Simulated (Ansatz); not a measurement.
# CsPbBr3 (Pm-3m): how G0W0 depends on its starting point

One-shot GW is not self-consistent; how far does the start matter for CsPbBr3 (Pm-3m)?

Main program and level: Ansatz 0.2.0; G0W0 on several functionals, plane waves, PAW.

In doubt: masses and optical values from hybrid runs of this build are listed as unsure (steps 3, 4), which bears on the screening that GW takes from such a start.

## Step 1: The structure

It takes space group Pm-3m (No. 221, cubic). Conventional cell: a = 5.870 Å, b = 5.870 Å, c = 5.870 Å, α = 90.00°, β = 90.00°, γ = 90.00°. Nearest to Cs lie 12 Br at 4.15 Å. Pb has 6 Br at 2.94 Å nearest. Nearest to Br lie 2 Pb at 2.94 Å and 4 Cs at 4.15 Å. Farther neighbours and most contacts between anions are not listed.

The cell and positions come from the Crystallography Open Database and are kept as given unless a step says otherwise. Spin-orbit coupling is left out unless a step names it.

## Step 2: G0W0 on PBE

Now the one-shot GW correction: screening in the RPA, then the self-energy of the levels asked for. This step takes hard PAW files.

This step: G0W0 on PBE, plane waves, PAW.

The input, input.yaml:

```yaml
crystal:
  lattice:
    - [5.87, 0.0, 0.0]
    - [0.0, 5.87, 0.0]
    - [0.0, 0.0, 5.87]
  atoms:
    - { symbol: Cs, position: [0.0, 0.0, 0.0] }
    - { symbol: Pb, position: [0.5, 0.5, 0.5] }
    - { symbol: Br, position: [0.0, 0.5, 0.5] }
    - { symbol: Br, position: [0.5, 0.0, 0.5] }
    - { symbol: Br, position: [0.5, 0.5, 0.0] }
kpoints:
  mp_grid: { grid: [4, 4, 4] }
hamiltonian:
  xc: pbe
  pseudopotentials: { kind: paw, source: ansatz }
scf:
  occupations: { method: fixed }
gw:
  n_empty_bands: 929
  ecut_chi: 160.0
  qp_bands: [v2, c2]
  qp_kpoints: band_edges
  screening: { model: contour_deformation }
```

On the command line:

```sh
$ ansatz run input.yaml --threads 4 --pin off --max-ram 138240MiB --backend cuda --events-out ev --progress --plain --runs-dir out --devices 1 --max-vram 26GiB
```

Numbers of over 12 decimals in the logs are rounded to 6 here.

The log of the run:

```text
GPUs: using 1 of 1 available (devices: 1).
Engine: ansatz 0.2.0, x86_64-unknown-linux-gnu
Pseudopotentials: kind: paw
Pseudopotential: Cs, paw, valence charge 9, recommended cutoff 520 eV (normal), Cs.paw.azcp
Pseudopotential: Pb, paw, valence charge 22, recommended cutoff 580 eV (normal), Pb.paw.azcp
Pseudopotential: Br, paw, valence charge 17, recommended cutoff 680 eV (normal), Br.paw.azcp
Functional definition: PBE
  parameter kappa = 0.804
  parameter beta = 0.066725
  exchange = pbe_x(kappa = kappa, mu = beta*pi^2/3)
  correlation = pbe_c(beta = beta)
device memory: the entry about to start is reckoned to put 5.6 GiB on a device that reports 66.9 GiB free (of which the cap on the GPU budget leaves the run 26.0 GiB)
GPU FFT provider: cuFFT
GPU libraries: cuBLAS 13.8.2, cuFFT 12.4.0, cuSOLVER 12.3.4
Crystal: 5 atoms, lattice volume = 202.262 Å³
Basis set: ecut = 680 eV, 8217 PW (Γ)
Bands: 50, of which v1, the nominal top of the filled ones, is band 41 counted from 1 (40 counted from 0)
Symmetry: 48 space group operations
Space group: Pm-3m (ITA 221), of the structure as read, at distance tolerance 5.9e-5 Å
k-points: 10 of 64
Non-local potential: Cs, projectors of the file, l = 0: 3, l = 1: 2, l = 2: 2, l = 3: 3
Non-local potential: Pb, projectors of the file, l = 0: 3, l = 1: 3, l = 2: 3, l = 3: 2
Non-local potential: Br, projectors of the file, l = 0: 2, l = 1: 2, l = 2: 3, l = 3: 1
PAW form: soft (Blöchl's): semilocal exchange-correlation on the pseudo side does not see the compensation charge
PAW one-centre angular grid: Cs, 194 points (default); XC on 64 Gauss nodes
PAW one-centre angular grid: Pb, 590 points (default); XC on 64 Gauss nodes
PAW one-centre angular grid: Br, 590 points (default); XC on 64 Gauss nodes
Initial density: superposition of atomic densities (chi_scale 0.1, normalization cell, long waves kept (reshape's long-wave potential 0.00 eV rms))
Initial wavefunctions: pseudopotential atomic-orbital guess
GPU buffer pool allocated for 125000 grid points (all kernels)
GPU transforms: local potential and band sums: pruned to the plane-wave sphere, on 50×50×50
Functional: x = pbe(κ = 0.804, μ = 0.219515), c = pbe(β = 0.066725)
SCF iter   1: F=—  HF=-39408.607037 eV  |F-HF|=—  |Δ(HF+E_count)|=         —  Δρ=3.63e-2  dr2=4.71e0  ethr=3.10e-3  ⟨swp⟩=11.3  Hψ=2388  notcnv=0  defer=59
preconditioner: auto → Resta (q_TF=auto, 2.347 Å⁻¹)  ε∞=2.6  [insulator: Δε(μ)=1.073 eV  Ē_g=13.273 eV  n_scr=32 (ndim 8)  ℏωp=16.9 eV  f_vac=0.153  ε∞_Penn≈2.6]
SCF iter   2: F=—  HF=-39406.906614 eV  |F-HF|=—  |Δ(HF+E_count)|=    1.70e0  Δρ=1.24e-2  dr2=8.16e-1  ethr=3.10e-3  ⟨swp⟩=5.7  Hψ=1109  notcnv=0  defer=64
SCF iter   3: F=—  HF=-39406.506141 eV  |F-HF|=—  |Δ(HF+E_count)|=   4.00e-1  Δρ=4.22e-3  dr2=1.10e-1  ethr=9.95e-4  ⟨swp⟩=5.2  Hψ=1082  notcnv=0  defer=66
SCF iter   4: F=—  HF=-39406.471832 eV  |F-HF|=—  |Δ(HF+E_count)|=   3.43e-2  Δρ=1.65e-3  dr2=7.87e-3  ethr=1.34e-4  ⟨swp⟩=5.4  Hψ=1042  notcnv=0  defer=66
SCF iter   5: F=—  HF=-39406.472914 eV  |F-HF|=—  |Δ(HF+E_count)|=   1.08e-3  Δρ=2.29e-4  dr2=1.39e-4  ethr=9.60e-6  ⟨swp⟩=5.2  Hψ=1053  notcnv=0  defer=70
SCF iter   6: F=—  HF=-39406.473106 eV  |F-HF|=—  |Δ(HF+E_count)|=   1.92e-4  Δρ=7.76e-5  dr2=1.51e-5  ethr=1.69e-7  ⟨swp⟩=4.3  Hψ=1071  notcnv=0  defer=68
SCF iter   7: F=—  HF=-39406.473121 eV  |F-HF|=—  |Δ(HF+E_count)|=   1.56e-5  Δρ=3.30e-5  dr2=1.65e-6  ethr=1.84e-8  ⟨swp⟩=3.3  Hψ=995  notcnv=0  defer=69
SCF iter   8: F=-39406.473122 eV  HF=-39406.473122 eV  |F-HF|=1.01e-7  |Δ(HF+E_count)|=   1.56e-7  Δρ=4.42e-6  dr2=5.88e-8  ethr=1.22e-10  ⟨swp⟩=26.6  Hψ=4878  notcnv=0
SCF 1 converged in 8 iterations: F = -39406.473122 eV  dr2 = 5.88e-8
  greatest PAW one-centre occupation: 1.000 electrons in one spin orbital (limit 2), on the Pb atom at site 1 (counted from 0), in its partial waves of l = 0
device memory: the entry about to start is reckoned to put 7.0 GiB (of the 7.1 GiB reckoned in all, the device holds 0.1 GiB already) on a device that reports 66.8 GiB free (of which the cap on the GPU budget leaves the run 25.9 GiB)
NSCF: frozen V_eff on 10 k-points
the band table was solved once the SCF had ended and its energy, with any forces and stress, was formed, with the checks that follow a solve (2362 applications of the Hamiltonian). They found nothing against the state; the energy, forces and stress were not computed again (output.eigenvalues in the input reference)
device memory: the entry about to start is reckoned to put 12.6 GiB on a device that reports 66.9 GiB free (of which the cap on the GPU budget leaves the run 26.0 GiB)
NSCF: frozen V_eff on 10 k-points
G₀W₀ screening: q 1/10
[... further progress lines ...]
SCF converged after 8 iterations
Free energy (F): -39406.473122 eV
Harris-Foulkes:  -39406.473122 eV  (|F-HF|=1.01e-7)
Internal energy: -39406.473122 eV  (E = F + TS)
E sigma→0 (E₀):  -39406.473122 eV
Fermi energy:    5.222741 eV
--- Per-component energies (eV) ---
  E_band       = -2556.780970
  E_kinetic    = 1550.205514
  E_local      = -17885.760906  (includes V_loc(G=0)·N_el)
  E_nonlocal   = -997.625577
  E_hartree    = 6774.285573
  E_xc         = -855.004310
  E_vxc        = -820.056970  (∫ρ·V_xc dr)
  E_paw        = -20460.729464  (= ΣΔE_a)
  E_vpaw       = 2047.906998  (= ΣTr[D̂ρ^β])
  E_aug_tail   = -0.000433  (compensation charges beyond the density's cutoff)
  E_ewald      = -7531.843520
  E_smearing   = -0.000000  (= −TS)
  E_closure    = -0.000000  (closes the sum)
  Σ components = -39406.473122   (vs F -39406.473122, Δ=0.00e0)
--- Band table (eV; the first three rows and the last of 10) ---
  k-point 0: bands = [... 37 lower, 3.0382, 3.1572, 3.1572, 3.1572, 8.2130, 9.2999, 9.2999, 10.0551, ... 5 higher]
  k-point 1: bands = [... 37 lower, 2.9719, 3.0975, 3.0975, 3.1858, 8.7817, 9.5189, 9.6986, 9.7440, ... 5 higher]
  k-point 2: bands = [... 37 lower, 2.9088, 3.0488, 3.0488, 3.7761, 7.7957, 9.6560, 10.2717, 10.3207, ... 5 higher]
  k-point 9: bands = [... 37 lower, 3.5269, 3.5269, 3.5269, 5.2227, 6.7536, 6.7536, 6.7536, 9.7067, ... 5 higher]
--- G₀W₀: contour deformation, 7 samples at zero and on the imaginary axis and 2 off it, 64 q-points, 929 empty bands' worth ---
  eigenvalues of the whole cell's RPA ε∞ on this k-mesh (on a slab, of 1 + 4πα/V) = 5.6965, 5.6965, 5.6965; static W/v taken at q = 0 is 0.175545
  bands read: the sum over 970 bands ends inside a degenerate multiplet in 3 slots, whose members it reads at an even weight; the widest, k=0: bands 970 to 972 (counted from 1) at 1/3 each
  gw.qp_kpoints: band_edges: 3 of 10 stored k-points solved, in 1 pass; an edge of the gap read off the rows below is read off those points alone
    valence top: of the k-points left out ik 5 came nearest to being solved in a further pass, in band 41 (counted from 1, as in the quasiparticle table): it holds the edge there only if its correction is more favourable than any solved in that band by at least 0.710 eV; those differ by 0.461 eV
    conduction bottom: of the k-points left out ik 7 came nearest to being solved in a further pass, in band 42 (counted from 1, as in the quasiparticle table): it holds the edge there only if its correction is more favourable than any solved in that band by at least 0.487 eV; those differ by 0.066 eV
    ik  band        ε_KS         Σx   Σc(E_QP)       V_xc       Z   E_QP_lin       E_QP  E_QP is
     0    40      3.1572   -19.2679     2.5722   -15.4355  0.7383     1.8323     1.8970  root
     0    41      3.1572   -19.2679     2.5722   -15.4355  0.7383     1.8323     1.8970  root
     0    42      8.2130    -3.7262    -3.3186    -7.2236  0.8200     8.3925     8.3919  root
     0    43      9.2999    -3.3938    -3.3182    -7.0332  0.8183     9.6232     9.6210  root
     8    40      3.5209   -19.5554     2.5205   -15.7546  0.7425     2.1754     2.2407  root
     8    41      4.6557   -18.9586     0.9046   -17.2007  0.7678     3.7843     3.8024  root
     8    42      7.0360    -8.6178    -3.3728   -12.2355  0.7874     7.2822     7.2810  root
     8    43      7.0360    -8.6178    -3.3728   -12.2355  0.7874     7.2822     7.2810  root
     9    40      3.5269   -19.5745     2.5187   -15.7757  0.7426     2.1816     2.2469  root
     9    41      5.2227   -19.1689     0.6274   -17.7422  0.7728     4.4090     4.4234  root
     9    42      6.7536    -8.1298    -3.3378   -11.7004  0.7913     6.9874     6.9863  root
     9    43      6.7536    -8.1298    -3.3378   -11.7004  0.7913     6.9874     6.9863  root
```

Wall time 34 s (1 × NVIDIA H100 80GB HBM3 (shared by 3 runs) with 4 threads of AMD EPYC 7R13 (Zen 3), shared host); peak memory 4.2 GiB.

The column dr2 measures how far the density is from self-consistency, as an energy; F and HF (Harris–Foulkes) agree once it is small.

Numbers from this step:

```yaml
bands_summed: 970
rpa_eps_infinity_on_this_mesh_eigenvalues: 5.697, 5.697, 5.697
plane_waves_in_the_screening_matrix: 925
q_points_in_the_mesh: 64
g0w0_gap_on_the_mesh: 2.563 eV
k_of_the_valence_top: -0.5, -0.5, -0.5
k_of_the_conduction_bottom: -0.5, -0.5, -0.5
starting_gap_on_the_mesh: 1.531 eV
z_at_the_valence_top: 0.7728
z_at_the_conduction_bottom: 0.7913
least_direct_g0w0_gap_on_the_computed_points: 2.563 eV
```

The gap on the mesh goes from 1.53 eV to 2.56 eV, a correction of +1.03 eV. Between the two edge states, bare exchange in place of the xc potential would open the gap by 5.00 eV, and correlation takes back 3.97 eV.

## Step 3: G0W0 on HSE06

The same correction from a different start measures what one shot leaves open.

This step: G0W0 on HSE06, plane waves, PAW.

Changes to input.yaml since step 2:

```diff
@@ -14,3 +14,3 @@
 hamiltonian:
-  xc: pbe
+  xc: hse06
   pseudopotentials: { kind: paw, source: ansatz }
```

The log of the run:

```text
GPUs: using 1 of 1 available (devices: 1).
[...]
davidson cushion auto → on  (no smearing: the cushion is to keep the highest requested band from converging to the state above it; pin scf.eigensolver.cushion to override)
[...]
GPU FFT provider: cuFFT
GPU libraries: cuBLAS 13.8.2, cuFFT 12.4.0, cuSOLVER 12.3.4
Crystal: 5 atoms, lattice volume = 202.262 Å³
Basis set: ecut = 680 eV, 8217 PW (Γ)
Bands: 50, of which v1, the nominal top of the filled ones, is band 41 counted from 1 (40 counted from 0)
[... 1 set-up line as in the run before ...]
[...]
k-points: 10 of 64
[...]
GPU buffer pool allocated for 125000 grid points (all kernels)
[...]
SCF iter   1: F=—  HF=-39408.425745 eV  |F-HF|=—  |Δ(HF+E_count)|=         —  Δρ=3.49e-2  dr2=4.44e0  ethr=1.00e-1  ⟨swp⟩=8.1  Hψ=1540  notcnv=0
[...]
SCF iter   5: F=-39406.473338 eV  HF=-39406.473292 eV  |F-HF|=4.64e-5  |Δ(HF+E_count)|=   1.48e-3  Δρ=2.18e-4  dr2=1.10e-4  ethr=4.33e-6  ⟨swp⟩=4.9  Hψ=1492  notcnv=0
SCF 1 stopped early in 5 iterations: F = -39406.473338 eV  dr2 = 1.10e-4
[...]
GPU FFT provider: cuFFT
GPU libraries: cuBLAS 13.8.2, cuFFT 12.4.0, cuSOLVER 12.3.4
[...]
GPU buffer pool allocated for 125000 grid points (all kernels)
[...]
Free energy (F): -39420.183878 eV
Frozen-core exchange: fock
[...]
Internal energy: -39420.183878 eV  (E = F + TS)
E sigma→0 (E₀):  -39420.183878 eV
Fermi energy:    4.852217 eV
[...]
--- Band table (eV; the first three rows and the last of 10) ---
  k-point 0: bands = [... 37 lower, 2.1592, 2.3090, 2.3090, 2.3090, 8.5004, 9.5967, 9.5967, 10.3895]
  k-point 1: bands = [... 37 lower, 2.0954, 2.2422, 2.2422, 2.4055, 9.0846, 9.8870, 10.0243, 10.0626]
  k-point 2: bands = [... 37 lower, 2.0340, 2.1878, 2.1878, 3.1610, 8.0578, 9.9907, 10.5762, 10.6737]
  k-point 9: bands = [... 37 lower, 2.6891, 2.6891, 2.6891, 4.8522, 6.9642, 6.9642, 6.9642, 10.0284]
  guard bands above this table: 5 of the run's 50 bands. The solve was not asked for them (output.publish_guard_bands: true or output.eigenvalues: true publishes all)
[...]
0    40      2.3090   -19.2930     2.1526   -16.3333  0.7731     1.4880     1.5020  root
     0    41      2.3090   -19.2930     2.1526   -16.3333  0.7731     1.4880     1.5020  root
     0    42      8.5004    -3.6193    -3.1491    -6.8736  0.8443     8.6058     8.6056  root
     0    43      9.5967    -3.2293    -3.1070    -6.5560  0.8437     9.8171     9.8165  root
     8    40      2.6835   -19.5570     2.1124   -16.6152  0.7769     1.8400     1.8542  root
     8    41      4.2166   -18.9726     0.6960   -17.6616  0.7992     3.5960     3.6016  root
     8    42      7.2537    -8.3328    -3.2678   -11.8183  0.8152     7.4721     7.4715  root
     8    43      7.2537    -8.3328    -3.2678   -11.8183  0.8152     7.4721     7.4715  root
     9    40      2.6891   -19.5731     2.1113   -16.6330  0.7769     1.8462     1.8604  root
     9    41      4.8522   -19.1932     0.4604   -18.1314  0.8036     4.2459     4.2508  root
     9    42      6.9642    -7.9099    -3.2291   -11.3458  0.8183     7.1714     7.1709  root
     9    43      6.9642    -7.9099    -3.2291   -11.3458  0.8183     7.1714     7.1709  root
```

Wall time 2.7 min (1 × NVIDIA H100 80GB HBM3 (shared by 3 runs) with 4 threads); peak memory 5.1 GiB; 3.6 min of CPU time.

Numbers from this step:

```yaml
bands_summed: 970
rpa_eps_infinity_on_this_mesh_eigenvalues: 4.282, 4.282, 4.282
plane_waves_in_the_screening_matrix: 925
q_points_in_the_mesh: 64
g0w0_gap_on_the_mesh: 2.920 eV
k_of_the_valence_top: -0.5, -0.5, -0.5
k_of_the_conduction_bottom: -0.5, -0.5, -0.5
starting_gap_on_the_mesh: 2.112 eV
z_at_the_valence_top: 0.8036
z_at_the_conduction_bottom: 0.8183
least_direct_g0w0_gap_on_the_computed_points: 2.920 eV
```

Against the run with 4×4×4 mesh, 929 empty bands, screening to 160 eV, hard PAW files on PBE, the gap moves by +0.36 eV, while the start moved by +0.58 eV.

## Step 4: G0W0 on PBE0

This step: G0W0 on PBE0, plane waves, PAW.

Changes to input.yaml since step 3:

```diff
@@ -14,3 +14,3 @@
 hamiltonian:
-  xc: hse06
+  xc: pbe0
   pseudopotentials: { kind: paw, source: ansatz }
```

The log of the run:

```text
GPUs: using 1 of 1 available (devices: 1).
[...]
GPU FFT provider: cuFFT
GPU libraries: cuBLAS 13.8.2, cuFFT 12.4.0, cuSOLVER 12.3.4
Crystal: 5 atoms, lattice volume = 202.262 Å³
Basis set: ecut = 680 eV, 8217 PW (Γ)
Bands: 50, of which v1, the nominal top of the filled ones, is band 41 counted from 1 (40 counted from 0)
[... 1 set-up line as in the run before ...]
[...]
k-points: 10 of 64
[...]
8    42      7.5701    -8.3095    -3.1673   -11.4798  0.8304     7.5731     7.5731  root
     8    43      7.5701    -8.3095    -3.1673   -11.4798  0.8304     7.5731     7.5731  root
     9    40      2.3087   -19.5702     1.9469   -17.0083  0.7949     1.6881     1.6937  root
     9    41      4.5414   -19.2045     0.3781   -18.4296  0.8194     4.1431     4.1446  root
     9    42      7.2747    -7.8934    -3.1302   -11.0191  0.8333     7.2702     7.2702  root
     9    43      7.2747    -7.8934    -3.1302   -11.0191  0.8333     7.2702     7.2702  root
[key lines of the parts left out:]
Free energy (F): -39415.940435 eV
Fermi energy:    4.541384 eV
```

Wall time 2.7 min (1 × NVIDIA H100 80GB HBM3 (shared by 3 runs) with 4 threads); peak memory 5 GiB.

Numbers from this step:

```yaml
bands_summed: 970
rpa_eps_infinity_on_this_mesh_eigenvalues: 3.763, 3.763, 3.763
plane_waves_in_the_screening_matrix: 925
g0w0_gap_on_the_mesh: 3.126 eV
k_of_the_valence_top: -0.5, -0.5, -0.5
k_of_the_conduction_bottom: -0.5, -0.5, -0.5
starting_gap_on_the_mesh: 2.733 eV
least_direct_g0w0_gap_on_the_computed_points: 3.126 eV
```

Against the run with 4×4×4 mesh, 929 empty bands, screening to 160 eV, hard PAW files on HSE06, the gap moves by +0.21 eV, while the start moved by +0.62 eV.

## Step 5: The starts together

All on the 4×4×4 mesh with 929 empty bands and screening to 160 eV. Times are wall times on 1 × NVIDIA H100 80GB HBM3 (shared by 3 runs) with 4 threads of AMD EPYC 7R13 (Zen 3), shared host, good to a factor of about two.

```csv
start,starting gap (eV),shift (eV),G0W0 gap (eV),RPA ε∞ (harmonic mean),"Z (valence, conduction)",time
PBE,1.53,+1.03,2.56,5.70,"0.77, 0.79",34 s
HSE06,2.11,+0.81,2.92,4.28,"0.80, 0.82",2.7 min
PBE0,2.73,+0.39,3.13,3.76,"0.82, 0.83",2.7 min
```

The parts of the quasiparticle energy at the two band edges (eV; QP = start + Σx + Σc − Vxc):

```csv
run,edge,start,Σx,Σc,Vxc,Z,QP
PBE,valence top,5.22,-19.17,0.63,-17.74,0.77,4.42
PBE,conduction bottom,6.75,-8.13,-3.34,-11.70,0.79,6.99
HSE06,valence top,4.85,-19.19,0.46,-18.13,0.80,4.25
HSE06,conduction bottom,6.96,-7.91,-3.23,-11.35,0.82,7.17
PBE0,valence top,4.54,-19.20,0.38,-18.43,0.82,4.14
PBE0,conduction bottom,7.27,-7.89,-3.13,-11.02,0.83,7.27
```

For a hybrid start, Vxc holds its share of exact exchange.

## Step 6: Results

| Property | Result |
| --- | --- |
| G0W0@PBE | 2.56 eV (start 1.53 eV) |
| G0W0@HSE06 | 2.92 eV (start 2.11 eV) |
| G0W0@PBE0 | 3.13 eV (start 2.73 eV) |
| known limits | not at the basis limit; no spin-orbit coupling |

In words: The starting gaps span 1.20 eV and the G0W0 gaps 0.56 eV. Between PBE and PBE0, 0.56 eV of the 1.20 eV survives, 47 %. PBE0 screens less than PBE (ε∞ 3.76 against 5.70). Of the 0.56 eV by which its G0W0 gap is higher, the correlation part gives +0.46 eV, and exchange with the one-particle terms, which follow the orbitals, +0.11 eV. The smallest correction, +0.39 eV, is on PBE0, the start nearest to reproducing itself. Bands and cutoff are finite, so the gap is not at the basis limit. The miss can reach some tenths of an eV and take either sign; the mesh is an error of its own. The program warns that the mesh is coarse for exact exchange, which bears on the hybrid start's gap. Where an edge is built on 6p states of lead, bismuth or thallium, scalar-relativistic gaps usually stand too wide, by a few tenths to over one eV. This is the ideal cubic cell; many perovskites, halides above all, are cubic only on average, and local tilts or off-centring can widen the gap. The many-body steps are scalar-relativistic: spin-orbit coupling is not in them.

[Paths, hosts, dates, memory and timing lines, banners, echoed tables and standing remarks are left out of the program output.]

[Logs are printed without paths, hosts, clocks, repeated set-up lines and the standing remarks that a program may print on its own settings, such as how far it seeks lower states.]

[Runs of the session that timed out or met a known fault of the program may be left out.]

[Cells called generated may have been cut or substituted from an entry of the Crystallography Open Database or the Materials Project.]

[Hosts, paths, dates, database ids (printed as entryN), source tags and the programs' standing remarks are cut or masked in the printed files.]
